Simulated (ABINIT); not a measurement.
# Quasiparticle gap of BP (F-43m) in ABINIT, part 2 of 3

Aim: the G0W0 gap of BP (F-43m) on PBE, step by step.

ABINIT 10.8.3; PBE and many-body steps on it, plane waves. Known limits of the many-body steps: not at the basis limit; coarse k mesh.

So far. Step 2 (Ground state): The gap is indirect, with the least direct gap 2.13 eV higher.

### 3. Bands along the symmetry lines

Level of this step: DFT, PBE, plane waves, norm-conserving pseudopotentials (ABINIT).

Levels along a band path, at the cheap level, show where the edges lie and whether the meshes to come will hold them.

run.abi

```
acell 3*1.0 Angstrom
rprim 
  0.000000000000 2.269000000000 2.269000000000
  2.269000000000 0.000000000000 2.269000000000
  2.269000000000 2.269000000000 0.000000000000
ntypat 2
znucl 5 15
natom 2
typat 1 2
xred 
  0.000000000000 0.000000000000 0.000000000000
  0.250000000000 0.250000000000 0.250000000000
pp_dirpath "pseudos"
pseudos "B.upf, P.upf"
ecut 34
iscf -2
irdden 1
kptopt 0
nkpt 50
kpt 
  0.00000000 0.00000000 0.00000000
  -0.06250000 -0.06250000 0.00000000
  -0.12500000 -0.12500000 0.00000000
  -0.18750000 -0.18750000 0.00000000
  -0.25000000 -0.25000000 0.00000000
  -0.31250000 -0.31250000 0.00000000
  -0.37500000 -0.37500000 0.00000000
  -0.43750000 -0.43750000 0.00000000
  -0.50000000 -0.50000000 0.00000000
  -0.48437500 -0.48437500 0.03125000
  -0.46875000 -0.46875000 0.06250000
  -0.45312500 -0.45312500 0.09375000
  -0.43750000 -0.43750000 0.12500000
  -0.42187500 -0.42187500 0.15625000
  -0.40625000 -0.40625000 0.18750000
  -0.39062500 -0.39062500 0.21875000
  -0.37500000 -0.37500000 0.25000000
  -0.37500000 0.00000000 0.37500000
  -0.32812500 0.00000000 0.32812500
  -0.28125000 0.00000000 0.28125000
  -0.23437500 0.00000000 0.23437500
  -0.18750000 0.00000000 0.18750000
  -0.14062500 0.00000000 0.14062500
  -0.09375000 0.00000000 0.09375000
  -0.04687500 0.00000000 0.04687500
  0.00000000 0.00000000 0.00000000
  0.00000000 0.00000000 0.06250000
  0.00000000 0.00000000 0.12500000
  0.00000000 0.00000000 0.18750000
  0.00000000 0.00000000 0.25000000
  0.00000000 0.00000000 0.31250000
  0.00000000 0.00000000 0.37500000
  0.00000000 0.00000000 0.43750000
  0.00000000 0.00000000 0.50000000
  -0.06250000 -0.03125000 0.46875000
  -0.12500000 -0.06250000 0.43750000
  -0.18750000 -0.09375000 0.40625000
  -0.25000000 -0.12500000 0.37500000
  -0.31250000 -0.15625000 0.34375000
  -0.37500000 -0.18750000 0.31250000
  -0.43750000 -0.21875000 0.28125000
  -0.50000000 -0.25000000 0.25000000
  -0.50000000 -0.28125000 0.21875000
  -0.50000000 -0.31250000 0.18750000
  -0.50000000 -0.34375000 0.15625000
  -0.50000000 -0.37500000 0.12500000
  -0.50000000 -0.40625000 0.09375000
  -0.50000000 -0.43750000 0.06250000
  -0.50000000 -0.46875000 0.03125000
  -0.50000000 -0.50000000 0.00000000
istwfk *1
nband 11
nbdbuf 2
tolwfr 1e-08
nstep 40
prtwf 0
prtvol 0
indata_prefix "in"
outdata_prefix "out"
tmpdata_prefix "tmp"
```

On the command line:

```bash
OMP_NUM_THREADS=1 mpirun -n 4 abinit run.abi > log
```

Numbers of over 12 decimals in the logs are rounded to 6 here.

The log of the run:

```text
.Version 10.8.3 of ABINIT. v10.8.2 released Aug 2026.

 Symmetries : space group F-4 3 m (#216); Bravais cF (face-center cubic)
[... echo of the input left out ...]
== DATASET  1 ==================================================================
-   mpi_nproc: 4, omp_nthreads: 1 (-1 if OMP is not activated)

--- !DatasetInfo
iteration_state: {dtset: 1, }
dimensions: {natom: 2, nkpt: 50, mband: 11, nsppol: 1, nspinor: 1, nspden: 1, mpw: 1524, }
cutoff_energies: {ecut:  34.0, pawecutdg:  -1.0, }
electrons: {nelect:   8.00000000E+00, charge:   0.00000000E+00, occopt:   1.00000000E+00, tsmear:   1.00000000E-02, }

 Real(R)+Recip(G) space primitive vectors, cartesian coordinates (Bohr,Bohr^-1):
 R(1)=  0.0000000  4.2877886  4.2877886  G(1)= -0.1166102  0.1166102  0.1166102
 R(2)=  4.2877886  0.0000000  4.2877886  G(2)=  0.1166102 -0.1166102  0.1166102
 R(3)=  4.2877886  4.2877886  0.0000000  G(3)=  0.1166102  0.1166102 -0.1166102
 Unit cell volume ucvol=  1.5766311E+02 bohr^3
 Angles (23,13,12)=  6.00000000E+01  6.00000000E+01  6.00000000E+01 degrees

 getcut: wavevector=  0.0000  0.0000  0.0000  ngfft=  32  32  32
         ecut(hartree)=     34.000   => boxcut(ratio)=   2.01047

--- Pseudopotential description ------------------------------------------------
- B Generated using ONCVPSP code by D. R. Hamann
-  5.00000   3.00000  171031                  znucl, zion, pspdat
12 -101130 1 -1 1534                          pspcod,pspxc,lmax,lloc,mmax
     nproj     2     2     0
  pspatm : epsatm=    3.38844616
         --- l  ekb(1:nproj) -->
             0    8.382104    1.234201
             1   -3.719492   -0.867526
 pspatm: atomic psp has been read  and splines computed

- P Generated using ONCVPSP code by D. R. Hamann
- 15.00000   5.00000  171031                  znucl, zion, pspdat
12 -101130 2 -1 1298                          pspcod,pspxc,lmax,lloc,mmax
     nproj     2     2     2
  pspatm : epsatm=    8.05910421
         --- l  ekb(1:nproj) -->
             0    6.598722    1.052341
[...]
pspatm: atomic psp has been read  and splines computed

--------------------------------------------------------------------------------

================================================================================
 prteigrs : about to open file out_EIG
 Non-SCF case, kpt    1 (  0.00000  0.00000  0.00000), residuals and eigenvalues=
  2.07E-09  2.03E-09  2.54E-09  7.57E-09  9.91E-10  7.95E-09  8.75E-09  2.09E-09
[...]
-3.0111E-01  2.6701E-01  2.6701E-01  2.6701E-01  3.9220E-01  3.9220E-01
  3.9220E-01  5.3740E-01  6.9047E-01  7.0970E-01  7.0970E-01
 Non-SCF case, kpt    2 ( -0.06250 -0.06250  0.00000), residuals and eigenvalues=
  4.40E-09  2.39E-09  4.87E-09  9.99E-09  1.46E-09  4.38E-09  3.97E-09  3.31E-09
[...]
-2.9765E-01  2.5282E-01  2.5282E-01  2.5505E-01  3.8534E-01  4.1020E-01
[...]
3.54E-09  2.57E-09  3.37E-09  7.93E-09  3.89E-09  3.70E-09  8.59E-09  5.77E-09
[...]
-2.8732E-01  2.2366E-01  2.2386E-01  2.2386E-01  3.6930E-01  4.5040E-01
  4.5040E-01  5.4631E-01  6.4728E-01  7.2434E-01  7.3398E-01
[...]
Non-SCF case, kpt   49 ( -0.50000 -0.46875  0.03125), residuals and eigenvalues=
[...]
-1.2244E-01 -4.7675E-02  1.1332E-01  1.1345E-01  3.2073E-01  3.3283E-01
  7.0552E-01  7.0931E-01  8.1682E-01  8.6372E-01  9.1210E-01
 Non-SCF case, kpt   50 ( -0.50000 -0.50000  0.00000), residuals and eigenvalues=
[...]
-1.2278E-01 -4.8232E-02  1.1583E-01  1.1583E-01  3.1652E-01  3.2827E-01
  7.1044E-01  7.1044E-01  8.2597E-01  8.7270E-01  9.2368E-01

--- !ResultsGS
iteration_state: {dtset: 1, }
comment   : Summary of ground state results
lattice_vectors:
- [  0.0000000,   4.2877886,   4.2877886, ]
- [  4.2877886,   0.0000000,   4.2877886, ]
- [  4.2877886,   4.2877886,   0.0000000, ]
lattice_lengths: [   6.06385,    6.06385,    6.06385, ]
lattice_angles: [ 60.000,  60.000,  60.000, ] # degrees, (23, 13, 12)
lattice_volume:   1.5766311E+02
convergence: {deltae:  0.000E+00, res2:  0.000E+00, residm:  9.993E-09, diffor:  0.000E+00, }
etotal    :  -9.89670974E+00
entropy   :   0.00000000E+00
fermie    :   2.67006735E-01
cartesian_stress_tensor: null
pressure_GPa: null
xred      :
- [  0.0000E+00,   0.0000E+00,   0.0000E+00,  B]
- [  2.5000E-01,   2.5000E-01,   2.5000E-01,  P]
cartesian_forces: null
force_length_stats: {min: null, max: null, mean: null, }

 Integrated electronic density in atomic spheres:
 ------------------------------------------------
 Atom  Sphere_radius  Integrated_density
[...]
================================================================================

 ----iterations are completed or convergence reached----

 Mean square residual over all n,k,spin=   47.323E-10; max=  99.929E-10
 reduced coordinates (array xred) for    2 atoms
[...]
cartesian coordinates (angstrom) at end:
    1      0.000000     0.000000     0.000000
    2      1.134500     1.134500     1.134500
 length scales=  1.889726125908  1.889726125908  1.889726125908 bohr
              =  1.000000000000  1.000000000000  1.000000000000 angstroms
 prteigrs : about to open file out_EIG
 Eigenvalues (hartree) for nkpt=  50  k points:
 kpt#   1, nband= 11, wtk=  1.00000, kpt=  0.0000  0.0000  0.0000 (reduced coord)
[...]
kpt#   2, nband= 11, wtk=  1.00000, kpt= -0.0625 -0.0625  0.0000 (reduced coord)
[...]
kpt#   3, nband= 11, wtk=  1.00000, kpt= -0.1250 -0.1250  0.0000 (reduced coord)
[...]
kpt#  49, nband= 11, wtk=  1.00000, kpt= -0.5000 -0.4687  0.0313 (reduced coord)
  -0.12244   -0.04767    0.11332    0.11345    0.32073    0.33283    0.70552    0.70931
   0.81682    0.86372    0.91210
 kpt#  50, nband= 11, wtk=  1.00000, kpt= -0.5000 -0.5000  0.0000 (reduced coord)
  -0.12278   -0.04823    0.11583    0.11583    0.31652    0.32827    0.71044    0.71044
   0.82597    0.87270    0.92368

== END DATASET(S) ==============================================================
================================================================================

 -outvars: echo values of variables after computation  --------
            nband          11
             nkpt          50
          spgroup         216
 [... the other variables as echoed above ...]

 Calculation completed.
```

The job ended after 3.5 s (4 MPI ranks of Intel Xeon Platinum 8559C (Emerald Rapids), shared host; peak memory 0.27 GiB; 13 s of CPU time).

Numbers from this step:

```
gap                        : 1.260 eV
k of the valence top       : 0, 0, 0
k of the conduction bottom : -0.4375, -0.4375, 0
least direct gap           : 3.407 eV
```

The gap is 1.260 eV, −0.020 eV from the run before at this level.

The electronic bands at the labelled points (eV, zero at the top of the highest filled band; v1 is the highest filled band, c1 the lowest empty one):

```
    point      v4     v3     v2     v1    c1    c2     c3     c4
        Γ  -15.46   0.00   0.00   0.00  3.41  3.41   3.41   7.36
  halfway  -13.98  -3.69  -2.73  -2.73  1.82  4.96   7.71   7.71
        X  -10.61  -8.58  -4.11  -4.11  1.35  1.67  12.07  12.07
  halfway  -10.55  -8.46  -5.05  -3.96  1.65  3.01  11.32  11.62
        U  -10.61  -8.16  -6.22  -3.50  2.16  6.00   9.71  10.59
jump to K  -10.61  -8.16  -6.22  -3.50  2.16  6.00   9.71  10.59
  halfway  -13.81  -4.91  -3.87  -1.08  4.56  5.09   6.13   8.30
        Γ  -15.46   0.00   0.00   0.00  3.41  3.41   3.41   7.36
  halfway  -14.35  -4.84  -1.12  -1.12  4.00  4.76   4.76   9.60
        L  -12.14  -9.03  -1.76  -1.76  3.78  4.72   4.72  10.13
  halfway  -11.48  -8.44  -4.52  -3.11  4.19  5.20   8.29   9.77
        W  -10.33  -8.05  -5.67  -5.47  5.33  6.77   7.23   7.45
  halfway  -10.48  -8.36  -4.93  -4.86  2.90  3.37  10.21  10.99
        X  -10.61  -8.58  -4.11  -4.11  1.35  1.67  12.07  12.07
```

The electronic bands as a text plot (rows in eV, shown from -8.0 to 7.3 only):

```
    6.9 |                   ++++                     +    +
    6.3 |    +            +   +++                       ++
    5.7 |                                           +  +   +
    5.0 |  ++ ++         +      +++         +++++ +++++ +++++
    4.4 |                       +++++      +     +++ +++    +
    3.8 | +     ++      +     ++   +++  +++++++++++++
    3.1 |++            +    ++        ++                     +
    2.5 |  +++    +        +                                  +
    1.9 |     ++   ++++++++                                    ++
    1.2 |       +++++++                                         +
    0.6 |
   -0.1 |**                        ******
   -0.7 | *                      **  *  ****
   -1.3 |  **                   *  **       ****
   -2.0 |    *                **   **    **     *****
   -2.6 |    ***            **   **                 **
   -3.2 |       **        **     **        *          *
   -3.9 |     **  ********      *                    * *        *
   -4.5 |             *                               * *     **
   -5.1 |       **     **     ***           *          * * ***
   -5.8 |                *  **                          ****
   -6.4 |         *       **  **             **
   -7.0 |                   **
   -7.7 |          **      *                   *
         Γ           X  U|K            Γ         L        W     X
```

### 4. Empty states on the mesh, 4×4×4 mesh, 21 bands

The sums over transitions need many empty states on a uniform mesh; this step solves for them.

run.abi

```
acell 3*1.0 Angstrom
rprim 
  0.000000000000 2.269000000000 2.269000000000
  2.269000000000 0.000000000000 2.269000000000
  2.269000000000 2.269000000000 0.000000000000
ntypat 2
znucl 5 15
natom 2
typat 1 2
xred 
  0.000000000000 0.000000000000 0.000000000000
  0.250000000000 0.250000000000 0.250000000000
pp_dirpath "pseudos"
pseudos "B.upf, P.upf"
ecut 34
ngkpt 4 4 4
nshiftk 1
shiftk 0 0 0
kptopt 1
chksymbreak 0
iscf -2
irdden 1
istwfk *1
nband 21
nbdbuf 4
tolwfr 1e-09
nstep 60
prtvol 0
indata_prefix "in"
outdata_prefix "out"
tmpdata_prefix "tmp"
```

The log of the run:

```text
.Version 10.8.3 of ABINIT. v10.8.2 released Aug 2026.

 Symmetries : space group F-4 3 m (#216); Bravais cF (face-center cubic)
[... echo of the input left out ...]
== DATASET  1 ==================================================================
-   mpi_nproc: 4, omp_nthreads: 1 (-1 if OMP is not activated)

--- !DatasetInfo
iteration_state: {dtset: 1, }
dimensions: {natom: 2, nkpt: 8, mband: 21, nsppol: 1, nspinor: 1, nspden: 1, mpw: 1524, }
cutoff_energies: {ecut:  34.0, pawecutdg:  -1.0, }
electrons: {nelect:   8.00000000E+00, charge:   0.00000000E+00, occopt:   1.00000000E+00, tsmear:   1.00000000E-02, }

 Real(R)+Recip(G) space primitive vectors, cartesian coordinates (Bohr,Bohr^-1):
 R(1)=  0.0000000  4.2877886  4.2877886  G(1)= -0.1166102  0.1166102  0.1166102
 R(2)=  4.2877886  0.0000000  4.2877886  G(2)=  0.1166102 -0.1166102  0.1166102
 R(3)=  4.2877886  4.2877886  0.0000000  G(3)=  0.1166102  0.1166102 -0.1166102
 Unit cell volume ucvol=  1.5766311E+02 bohr^3
 Angles (23,13,12)=  6.00000000E+01  6.00000000E+01  6.00000000E+01 degrees

 getcut: wavevector=  0.0000  0.0000  0.0000  ngfft=  32  32  32
         ecut(hartree)=     34.000   => boxcut(ratio)=   2.01047

--- Pseudopotential description ------------------------------------------------
- B Generated using ONCVPSP code by D. R. Hamann
-  5.00000   3.00000  171031                  znucl, zion, pspdat
12 -101130 1 -1 1534                          pspcod,pspxc,lmax,lloc,mmax
     nproj     2     2     0
  pspatm : epsatm=    3.38844616
         --- l  ekb(1:nproj) -->
             0    8.382104    1.234201
             1   -3.719492   -0.867526
 pspatm: atomic psp has been read  and splines computed

- P Generated using ONCVPSP code by D. R. Hamann
- 15.00000   5.00000  171031                  znucl, zion, pspdat
12 -101130 2 -1 1298                          pspcod,pspxc,lmax,lloc,mmax
     nproj     2     2     2
  pspatm : epsatm=    8.05910421
         --- l  ekb(1:nproj) -->
             0    6.598722    1.052341
[...]
pspatm: atomic psp has been read  and splines computed

--------------------------------------------------------------------------------

================================================================================
 prteigrs : about to open file out_EIG
 Non-SCF case, kpt    1 (  0.00000  0.00000  0.00000), residuals and eigenvalues=
  5.17E-10  3.22E-10  4.90E-10  9.04E-10  1.08E-10  1.91E-10  6.12E-10  2.51E-10
  4.24E-10  1.44E-10  3.83E-10  3.16E-10  6.87E-10  7.85E-10  4.93E-10  9.89E-10
  8.09E-10  4.35E-10  4.22E-10  1.21E-05  3.10E-04
 -3.0111E-01  2.6701E-01  2.6701E-01  2.6701E-01  3.9220E-01  3.9220E-01
  3.9220E-01  5.3740E-01  6.9047E-01  7.0970E-01  7.0970E-01  8.4388E-01
  8.4388E-01  8.4388E-01  1.0582E+00  1.3818E+00  1.3818E+00  1.3818E+00
[...]
prteigrs : prtvol=0 or 1, do not print more k-points.

--- !ResultsGS
iteration_state: {dtset: 1, }
comment   : Summary of ground state results
lattice_vectors:
- [  0.0000000,   4.2877886,   4.2877886, ]
- [  4.2877886,   0.0000000,   4.2877886, ]
- [  4.2877886,   4.2877886,   0.0000000, ]
lattice_lengths: [   6.06385,    6.06385,    6.06385, ]
lattice_angles: [ 60.000,  60.000,  60.000, ] # degrees, (23, 13, 12)
lattice_volume:   1.5766311E+02
convergence: {deltae:  0.000E+00, res2:  0.000E+00, residm:  9.939E-10, diffor:  0.000E+00, }
etotal    :  -9.89670974E+00
entropy   :   0.00000000E+00
fermie    :   2.67006735E-01
cartesian_stress_tensor: null
pressure_GPa: null
xred      :
- [  0.0000E+00,   0.0000E+00,   0.0000E+00,  B]
- [  2.5000E-01,   2.5000E-01,   2.5000E-01,  P]
cartesian_forces: null
force_length_stats: {min: null, max: null, mean: null, }

 Integrated electronic density in atomic spheres:
 ------------------------------------------------
 Atom  Sphere_radius  Integrated_density
[...]
================================================================================

 ----iterations are completed or convergence reached----

 Mean square residual over all n,k,spin=   47.460E-11; max=  99.393E-11
 reduced coordinates (array xred) for    2 atoms
       0.000000000000      0.000000000000      0.000000000000
       0.250000000000      0.250000000000      0.250000000000

 cartesian coordinates (angstrom) at end:
    1      0.000000     0.000000     0.000000
    2      1.134500     1.134500     1.134500
 length scales=  1.889726125908  1.889726125908  1.889726125908 bohr
              =  1.000000000000  1.000000000000  1.000000000000 angstroms
 prteigrs : about to open file out_EIG
 Eigenvalues (hartree) for nkpt=   8  k points:
 kpt#   1, nband= 21, wtk=  0.01563, kpt=  0.0000  0.0000  0.0000 (reduced coord)
  -0.30111    0.26701    0.26701    0.26701    0.39220    0.39220    0.39220    0.53740
   0.69047    0.70970    0.70970    0.84388    0.84388    0.84388    1.05819    1.38180
   1.38180    1.38180    1.61399    1.61402    1.61470
 prteigrs : prtvol=0 or 1, do not print more k-points.

== END DATASET(S) ==============================================================
================================================================================

 -outvars: echo values of variables after computation  --------
            nband          21
             nkpt           8
          spgroup         216
 [... the other variables as echoed above ...]

 Calculation completed.
```

It took 2.2 s on 4 MPI ranks; peak memory 0.07 GiB.

This step gave:

```
gap                                                           : 1.347 eV
k of the valence top                                          : 0, 0, 0
k of the conduction bottom                                    : 0.5, 0.5, 0
least direct gap                                              : 3.407 eV
k points computed                                             : 8
lowest point of the top converged band, above the valence top : 25.79 eV
```

On this mesh the gap is 1.347 eV. The earlier step found 1.280 eV, so this mesh misses an edge.

(Continued in part 3 of 3.)

[Paths, hosts, dates, memory and timing lines, banners, echoed tables and standing remarks are left out of the program output.]

[Logs are printed without paths, hosts, clocks, repeated set-up lines and the standing remarks that a program may print on its own settings, such as how far it seeks lower states.]

[Runs of the session that timed out or met a known fault of the program may be left out.]

[Hosts, paths, dates, database ids (printed as entryN), source tags and the programs' standing remarks are cut or masked in the printed files.]

[G0W0 gaps are taken among the corrected bands and points alone; a level outside them can change the order at an edge.]

[Where Ansatz stands beside ABINIT at settings called matched, ABINIT's density can come from a denser mesh and the files from another edition; pairs whose starting gaps differed by over 0.03 eV were left out, so agreement reads better than it is.]
